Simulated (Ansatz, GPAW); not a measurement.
# TiGe2N4 monolayer in an electric field, part 2 of 3

Aim: the dipole that a field along the normal induces in TiGe2N4 monolayer.

GPAW 26.7.0 and Ansatz 0.2.0; Ansatz plane waves; layer without images along its normal, relaxation of atoms and in-plane cell (the session's first sound run).

So far. Step 2 (Relaxing the atoms): The relaxation lowered the energy of the cell by 0.192 eV.

**3. The slab's potential**

The work function is the vacuum plateau of the electrostatic potential less the Fermi level; a dipole layer lets the two faces have plateaus of their own.

This step: GPAW, PAW setups; slab in vacuum (GPAW 26.7.0).

The cell differs from the one that the last finished run ended in (c 38.405 → 25.310 Å).

Input file run.py:

```python
import json
import numpy as np
from ase import Atoms
from gpaw import GPAW, PW

slab = Atoms(
    ['N', 'Ge', 'N', 'Ti', 'N', 'Ge', 'N'],
    positions=[
        [0.00000, -0.00000, 9.00000],
        [-0.00000, 1.76388, 9.61948],
        [-0.00000, 1.76388, 11.50525],
        [0.00000, -0.00000, 12.65499],
        [-0.00000, 1.76388, 13.80473],
        [-0.00000, 1.76388, 15.69050],
        [0.00000, -0.00000, 16.30998]],
    cell=[[3.05514, 0.0, 0.0], [-1.52757, 2.64583, 0.0], [0.0, 0.0, 25.31]],
    pbc=[True, True, False])

slab.calc = GPAW(mode=PW(500), xc='PBE', kpts={'size': (12, 12, 1), 'gamma': True},
                 occupations={'name': 'fermi-dirac', 'width': 0.05}, nbands='140%',
                 convergence={'density': 1e-05}, maxiter=200,
                 poissonsolver={'dipolelayer': 'xy'},
                 symmetry={'tolerance': 1e-3}, txt='slab.txt')
result = {}
energy = slab.get_potential_energy()
fermi = slab.calc.get_fermi_level()
v = slab.calc.get_electrostatic_potential().mean((0, 1)) - fermi
n = slab.calc.get_pseudo_density().mean((0, 1))
L = slab.cell[2, 2]
z = np.arange(len(v)) * L / len(v)
low, high = slab.positions[:, 2].min(), slab.positions[:, 2].max()
below, above = np.interp([low - 6.8, high + 6.8], z, v)
slopes = [np.interp(x, z, np.gradient(v, z)) for x in (low - 6.8, high + 6.8)]
eps = np.array([[slab.calc.get_eigenvalues(k, s) for k in range(len(slab.calc.get_ibz_k_points()))]
                for s in range(slab.calc.get_number_of_spins())]) - fermi
top, bottom = eps[eps < 0].max(), eps[eps > 0].min()
dipole = slab.get_dipole_moment()[2]
print(f'energy {energy:.4f} eV, Fermi level {fermi:.4f} eV, dipole {dipole:.5f} e A')
print(f'potential 6.8 A off the faces, from the Fermi level: lower {below:.4f} eV, upper {above:.4f} eV')
print(f'slope of the potential there: lower {slopes[0]:.5f}, upper {slopes[1]:.5f} eV/A')
print(f'nearest levels on the mesh: {top:.4f} and {bottom:.4f} eV')
print('magnetic moment', round(slab.get_magnetic_moment(), 3))
result.update(energy=energy, fermi=fermi, dipole=dipole, below=below, above=above, slopes=slopes, edges=[top, bottom],
              z=z.tolist(), v=v.tolist(), n=n.tolist(), positions=slab.positions.tolist(),
              forces=slab.get_forces(apply_constraint=False).tolist(), moments=slab.get_magnetic_moments().tolist())
json.dump(result, open('result.json', 'w'))
```

Launch:

```
OMP_NUM_THREADS=1 OPENBLAS_NUM_THREADS=1 python run.py
```

The program printed:

```text
energy -49.5553 eV, Fermi level -0.7242 eV, dipole 0.00119 e A
potential 6.8 A off the faces, from the Fermi level: lower 6.1918 eV, upper 6.2006 eV
slope of the potential there: lower -0.00118, upper 0.00118 eV/A
nearest levels on the mesh: -0.6291 and 0.6901 eV
magnetic moment 0.0
```

Run time: 59 s. Hardware: 1 thread of Intel Xeon Platinum 8259CL at 2.50GHz (Skylake/Cascade Lake), shared host; peak memory 0.26 GiB.

This step gave:

* dipole along the normal: 0.001185 e·Å
* levels nearest the Fermi level on the mesh: -0.6291, 0.6901 eV from the Fermi level
* upper work function: 6.201 eV
* lower work function: 6.192 eV
* upper ionisation energy: 6.830 eV

The electrostatic potential energy of an electron (without an applied field's), less the Fermi level, planar mean oscillates, so the rows of the table below give means over windows of 1.12 Å about each position, cut where the curve ends. Its maxima inside the range that stand out by 2 % of the span (Å: eV): 10.8: 1.29, 11.9: -6.49, 13.4: -6.49, 14.5: 1.30. Its minima: 9.6: -22.0, 11.5: -11.0, 12.7: -18.5, 13.8: -11.0, 15.7: -22.0.

Table of electrostatic potential energy of an electron (without an applied field's), less the Fermi level, planar mean by z; means over each step:

| z (Å) | electrostatic potential energy of an electron (without an applied field's), less the Fermi level, planar mean (eV) |
| --- | --- |
| 0.56 | 6.19 |
| 1.68 | 6.19 |
| 2.80 | 6.19 |
| 3.92 | 6.19 |
| 5.04 | 6.19 |
| 6.16 | 6.18 |
| 7.28 | 5.98 |
| 8.40 | -1.25 |
| 9.52 | -18.7 |
| 10.64 | -1.65 |
| 11.76 | -8.47 |
| 12.88 | -13.3 |
| 14.00 | -5.01 |
| 15.12 | -8.18 |
| 16.24 | -15.4 |
| 17.36 | 4.39 |
| 18.48 | 6.15 |
| 19.60 | 6.19 |
| 20.72 | 6.20 |
| 21.84 | 6.20 |
| 22.96 | 6.20 |
| 24.08 | 6.20 |
| 25.20 | 6.20 |

The pseudo valence density, planar mean oscillates, so the rows of the table below give means over windows of 1 Å about each position, cut where the curve ends. Its maxima inside the range that stand out by 2 % of the span (Å: e/Å³): 9.2: 0.834, 10.1: 0.309, 11.6: 0.700, 12.6: 1.44, 13.7: 0.700, 15.2: 0.309, 16.1: 0.834. Its minima: 9.7: 0.179, 10.5: 0.212, 12.0: 0.645, 13.3: 0.645, 14.8: 0.212, 15.6: 0.179.

The pseudo valence density, planar mean by z; means over each step:

| z (Å) | pseudo valence density, planar mean (e/Å³) |
| --- | --- |
| 5 | 9.2e-6 |
| 6 | 1.8e-4 |
| 7 | 0.00425 |
| 8 | 0.122 |
| 9 | 0.655 |
| 10 | 0.262 |
| 11 | 0.407 |
| 12 | 0.810 |
| 13 | 1.02 |
| 14 | 0.546 |
| 15 | 0.255 |
| 16 | 0.568 |
| 17 | 0.282 |
| 18 | 0.0124 |
| 19 | 4.8e-4 |
| 20 | 2.1e-5 |

Force by atom:

| atom | x (eV/Å) | y (eV/Å) | z (eV/Å) | size |
| --- | --- | --- | --- | --- |
| N1 | 0.000 | 0.000 | -0.274 | 0.274 |
| Ge2 | 0.000 | 0.000 | 0.094 | 0.094 |
| N3 | 0.000 | 0.000 | 0.084 | 0.084 |
| Ti4 | 0.000 | 0.000 | 0.000 | 0.000 |
| N5 | 0.000 | 0.000 | -0.084 | 0.084 |
| Ge6 | 0.000 | 0.000 | -0.094 | 0.094 |
| N7 | 0.000 | 0.000 | 0.274 | 0.274 |

The layer is gapped, so the Fermi level lies somewhere inside the gap, set by smearing and numerics, and these work functions are no property of the material; the band edges below the vacuum level are. The potential is flat to 0.001 eV/Å where it is read, so the vacuum is wide enough. The geometry is the other program's minimum; here the largest force on a free atom is 0.27 eV/Å.

**4. Field on**

A uniform field along the normal polarises the slab; the atoms stay fixed, so this is the electronic response alone.

Edit run.py of step 3 so:

```diff
@@ -4,2 +4,3 @@
 from gpaw import GPAW, PW
+from gpaw.external import ConstantElectricField
 
@@ -22,2 +23,3 @@
                  poissonsolver={'dipolelayer': 'xy'},
+                 external=ConstantElectricField(-0.2, [0, 0, 1]),
                  symmetry={'tolerance': 1e-3}, txt='slab.txt')
```

The program printed:

```text
energy -49.5627 eV, Fermi level -0.7248 eV, dipole -0.07463 e A
potential 6.8 A off the faces, from the Fermi level: lower 5.3623 eV, upper 7.0329 eV
slope of the potential there: lower -0.00118, upper 0.00118 eV/A
nearest levels on the mesh: -0.6288 and 0.6898 eV
magnetic moment 0.0
```

Elapsed: 3.5 min, on 1 thread; peak memory 0.57 GiB.

Numbers from this step:

```yaml
dipole_along_the_normal: -0.07463 e·Å
levels_nearest_the_fermi_level_on_the_mesh: -0.6288, 0.6898 eV from the Fermi level
potential_below_the_slab_the_applied_field_s_own_ramp_left_out: 5.362 eV from the Fermi level
potential_above_the_slab_the_applied_field_s_own_ramp_left_out: 7.033 eV from the Fermi level
```

The electrostatic potential energy of an electron (without an applied field's), less the Fermi level, planar mean oscillates, so the rows of the table below give means over windows of 1.12 Å about each position, cut where the curve ends. Its maxima inside the range that stand out by 2 % of the span (Å: eV): 10.8: 0.944, 11.9: -6.63, 13.4: -6.35, 14.5: 1.65, 24.7: 7.03. Its minima: 9.6: -22.5, 11.5: -11.2, 12.7: -18.5, 13.8: -10.8, 15.7: -21.4.

Table of electrostatic potential energy of an electron (without an applied field's), less the Fermi level, planar mean by z; means over each step:

| z (Å) | electrostatic potential energy of an electron (without an applied field's), less the Fermi level, planar mean (eV) |
| --- | --- |
| 0.56 | 5.50 |
| 1.68 | 5.36 |
| 2.80 | 5.36 |
| 3.92 | 5.36 |
| 5.04 | 5.36 |
| 6.16 | 5.35 |
| 7.28 | 5.16 |
| 8.40 | -2.00 |
| 9.52 | -19.3 |
| 10.64 | -2.03 |
| 11.76 | -8.64 |
| 12.88 | -13.3 |
| 14.00 | -4.76 |
| 15.12 | -7.73 |
| 16.24 | -14.8 |
| 17.36 | 5.18 |
| 18.48 | 6.97 |
| 19.60 | 7.03 |
| 20.72 | 7.03 |
| 21.84 | 7.03 |
| 22.96 | 7.03 |
| 24.08 | 7.03 |
| 25.20 | 6.88 |

Force by atom:

| atom | x (eV/Å) | y (eV/Å) | z (eV/Å) | size |
| --- | --- | --- | --- | --- |
| N1 | 0.000 | 0.000 | -0.215 | 0.215 |
| Ge2 | 0.000 | 0.000 | -0.004 | 0.004 |
| N3 | -0.002 | 0.001 | 0.154 | 0.154 |
| Ti4 | 0.000 | 0.000 | -0.067 | 0.067 |
| N5 | -0.002 | 0.001 | -0.014 | 0.014 |
| Ge6 | 0.000 | 0.000 | -0.192 | 0.192 |
| N7 | 0.000 | 0.000 | 0.335 | 0.335 |

The dipole is now -0.0746 e Å, against 0.0012 in the run without a field.

**5. Field on**

Edit run.py of step 4 so:

```diff
@@ -23,3 +23,3 @@
                  poissonsolver={'dipolelayer': 'xy'},
-                 external=ConstantElectricField(-0.2, [0, 0, 1]),
+                 external=ConstantElectricField(-0.1, [0, 0, 1]),
                  symmetry={'tolerance': 1e-3}, txt='slab.txt')
```

The program printed:

```text
energy -49.5572 eV, Fermi level -0.7244 eV, dipole -0.03731 e A
potential 6.8 A off the faces, from the Fermi level: lower 5.7790 eV, upper 6.6142 eV
slope of the potential there: lower -0.00118, upper 0.00118 eV/A
nearest levels on the mesh: -0.6290 and 0.6900 eV
magnetic moment 0.0
```

The job ended after 3.6 min (1 thread; peak memory 0.56 GiB).

This step gave:

| Item | Value |
| --- | --- |
| dipole along the normal | -0.03731 e·Å |
| levels nearest the Fermi level on the mesh | -0.6290, 0.6900 eV from the Fermi level |
| potential below the slab, the applied field's own ramp left out | 5.779 eV from the Fermi level |
| potential above the slab, the applied field's own ramp left out | 6.614 eV from the Fermi level |

The electrostatic potential energy of an electron (without an applied field's), less the Fermi level, planar mean oscillates, so the rows of the table below give means over windows of 1.12 Å about each position, cut where the curve ends. Its maxima inside the range that stand out by 2 % of the span (Å: eV): 10.8: 1.12, 11.9: -6.56, 13.4: -6.42, 14.5: 1.47. Its minima: 9.6: -22.3, 11.5: -11.1, 12.7: -18.5, 13.8: -10.9, 15.7: -21.7.

The electrostatic potential energy of an electron (without an applied field's), less the Fermi level, planar mean by z; means over each step:

| z (Å) | electrostatic potential energy of an electron (without an applied field's), less the Fermi level, planar mean (eV) |
| --- | --- |
| 0.56 | 5.85 |
| 1.68 | 5.78 |
| 2.80 | 5.78 |
| 3.92 | 5.78 |
| 5.04 | 5.77 |
| 6.16 | 5.77 |
| 7.28 | 5.58 |
| 8.40 | -1.62 |
| 9.52 | -19.0 |
| 10.64 | -1.84 |
| 11.76 | -8.56 |
| 12.88 | -13.3 |
| 14.00 | -4.88 |
| 15.12 | -7.96 |
| 16.24 | -15.1 |
| 17.36 | 4.78 |
| 18.48 | 6.56 |
| 19.60 | 6.61 |
| 20.72 | 6.61 |
| 21.84 | 6.61 |
| 22.96 | 6.61 |
| 24.08 | 6.61 |
| 25.20 | 6.54 |

Force by atom:

| atom | x (eV/Å) | y (eV/Å) | z (eV/Å) | size |
| --- | --- | --- | --- | --- |
| N1 | 0.000 | 0.000 | -0.244 | 0.244 |
| Ge2 | 0.000 | 0.000 | 0.045 | 0.045 |
| N3 | -0.002 | 0.001 | 0.119 | 0.119 |
| Ti4 | 0.000 | 0.000 | -0.033 | 0.033 |
| N5 | -0.002 | 0.001 | -0.049 | 0.049 |
| Ge6 | 0.000 | 0.000 | -0.143 | 0.143 |
| N7 | 0.000 | 0.000 | 0.305 | 0.305 |

The dipole is now -0.0373 e Å, against 0.0012 in the run without a field.

**6. In a field**

Edit run.py of step 5 so:

```diff
@@ -23,3 +23,3 @@
                  poissonsolver={'dipolelayer': 'xy'},
-                 external=ConstantElectricField(-0.1, [0, 0, 1]),
+                 external=ConstantElectricField(-0.05, [0, 0, 1]),
                  symmetry={'tolerance': 1e-3}, txt='slab.txt')
```

The program printed:

```text
energy -49.5558 eV, Fermi level -0.7243 eV, dipole -0.01865 e A
potential 6.8 A off the faces, from the Fermi level: lower 5.9875 eV, upper 6.4051 eV
slope of the potential there: lower -0.00118, upper 0.00118 eV/A
nearest levels on the mesh: -0.6291 and 0.6901 eV
magnetic moment 0.0
```

Wall time 3.6 min (1 thread); peak memory 0.57 GiB.

The electrostatic potential energy of an electron (without an applied field's), less the Fermi level, planar mean oscillates, so the rows of the table below give means over windows of 1.12 Å about each position, cut where the curve ends. Its maxima inside the range that stand out by 2 % of the span (Å: eV): 10.8: 1.21, 11.9: -6.52, 13.4: -6.45, 14.5: 1.38. Its minima: 9.6: -22.1, 11.5: -11.1, 12.7: -18.5, 13.8: -11.0, 15.7: -21.8.

Electrostatic potential energy of an electron (without an applied field's), less the Fermi level, planar mean against z; means over each step:

| z (Å) | electrostatic potential energy of an electron (without an applied field's), less the Fermi level, planar mean (eV) |
| --- | --- |
| 0.56 | 6.02 |
| 1.68 | 5.99 |
| 2.80 | 5.99 |
| 3.92 | 5.99 |
| 5.04 | 5.98 |
| 6.16 | 5.98 |
| 7.28 | 5.78 |
| 8.40 | -1.44 |
| 9.52 | -18.8 |
| 10.64 | -1.75 |
| 11.76 | -8.52 |
| 12.88 | -13.3 |
| 14.00 | -4.95 |
| 15.12 | -8.07 |
| 16.24 | -15.3 |
| 17.36 | 4.58 |
| 18.48 | 6.35 |
| 19.60 | 6.40 |
| 20.72 | 6.40 |
| 21.84 | 6.40 |
| 22.96 | 6.40 |
| 24.08 | 6.41 |
| 25.20 | 6.37 |

**7. In a field**

Edit run.py of step 6 so:

```diff
@@ -23,3 +23,3 @@
                  poissonsolver={'dipolelayer': 'xy'},
-                 external=ConstantElectricField(-0.05, [0, 0, 1]),
+                 external=ConstantElectricField(0.05, [0, 0, 1]),
                  symmetry={'tolerance': 1e-3}, txt='slab.txt')
```

The program printed:

```text
energy -49.5558 eV, Fermi level -0.7243 eV, dipole 0.01865 e A
potential 6.8 A off the faces, from the Fermi level: lower 6.4051 eV, upper 5.9875 eV
slope of the potential there: lower -0.00118, upper 0.00118 eV/A
nearest levels on the mesh: -0.6291 and 0.6901 eV
magnetic moment 0.0
```

Wall time 3.6 min (1 thread); peak memory 0.57 GiB.

The electrostatic potential energy of an electron (without an applied field's), less the Fermi level, planar mean oscillates, so the rows of the table below give means over windows of 1.12 Å about each position, cut where the curve ends. Its maxima inside the range that stand out by 2 % of the span (Å: eV): 10.8: 1.38, 11.9: -6.45, 13.4: -6.52, 14.5: 1.21. Its minima: 9.6: -21.8, 11.5: -11.0, 12.7: -18.5, 13.8: -11.1, 15.7: -22.1.

Table of electrostatic potential energy of an electron (without an applied field's), less the Fermi level, planar mean by z; means over each step:

z (Å), electrostatic potential energy of an electron (without an applied field's), less the Fermi level, planar mean (eV) and a bar from the least value:
```
     0.56        6.4 ##############################
     1.68        6.4 ##############################
     2.80        6.4 ##############################
     3.92        6.4 ##############################
     5.04        6.4 ##############################
     6.16        6.4 ##############################
     7.28        6.2 ##############################
     8.40       -1.1 #####################
     9.52      -18.5 
    10.64       -1.6 ####################
    11.76       -8.4 ############
    12.88      -13.3 ######
    14.00       -5.1 ################
    15.12       -8.3 ############
    16.24      -15.6 ####
    17.36        4.2 ###########################
    18.48        5.9 #############################
    19.60        6.0 #############################
    20.72        6.0 #############################
    21.84        6.0 #############################
    22.96        6.0 #############################
    24.08        6.0 #############################
    25.20        6.0 ##############################
```

**8. Field on**

Edit run.py of step 7 so:

```diff
@@ -23,3 +23,3 @@
                  poissonsolver={'dipolelayer': 'xy'},
-                 external=ConstantElectricField(0.05, [0, 0, 1]),
+                 external=ConstantElectricField(0.1, [0, 0, 1]),
                  symmetry={'tolerance': 1e-3}, txt='slab.txt')
```

The program printed:

```text
energy -49.5572 eV, Fermi level -0.7244 eV, dipole 0.03731 e A
potential 6.8 A off the faces, from the Fermi level: lower 6.6142 eV, upper 5.7790 eV
slope of the potential there: lower -0.00118, upper 0.00118 eV/A
nearest levels on the mesh: -0.6290 and 0.6900 eV
magnetic moment 0.0
```

Elapsed: 3.6 min, on 1 thread; peak memory 0.56 GiB.

The dipole is now 0.0373 e Å, against 0.0012 in the run without a field.

**9. Field on**

Edit run.py of step 8 so:

```diff
@@ -23,3 +23,3 @@
                  poissonsolver={'dipolelayer': 'xy'},
-                 external=ConstantElectricField(0.1, [0, 0, 1]),
+                 external=ConstantElectricField(0.2, [0, 0, 1]),
                  symmetry={'tolerance': 1e-3}, txt='slab.txt')
```

The program printed:

```text
energy -49.5627 eV, Fermi level -0.7248 eV, dipole 0.07463 e A
potential 6.8 A off the faces, from the Fermi level: lower 7.0329 eV, upper 5.3623 eV
slope of the potential there: lower -0.00118, upper 0.00118 eV/A
nearest levels on the mesh: -0.6288 and 0.6898 eV
magnetic moment 0.0
```

Run time: 3.8 min. Hardware: 1 thread; peak memory 0.57 GiB.

(Part 2 of 3 ends here.)

[Logs are printed without paths, hosts, clocks, repeated set-up lines and the standing remarks that a program may print on its own settings, such as how far it seeks lower states.]

[Hosts, paths, dates, database ids (printed as entryN), source tags and the programs' standing remarks are cut or masked in the printed files.]
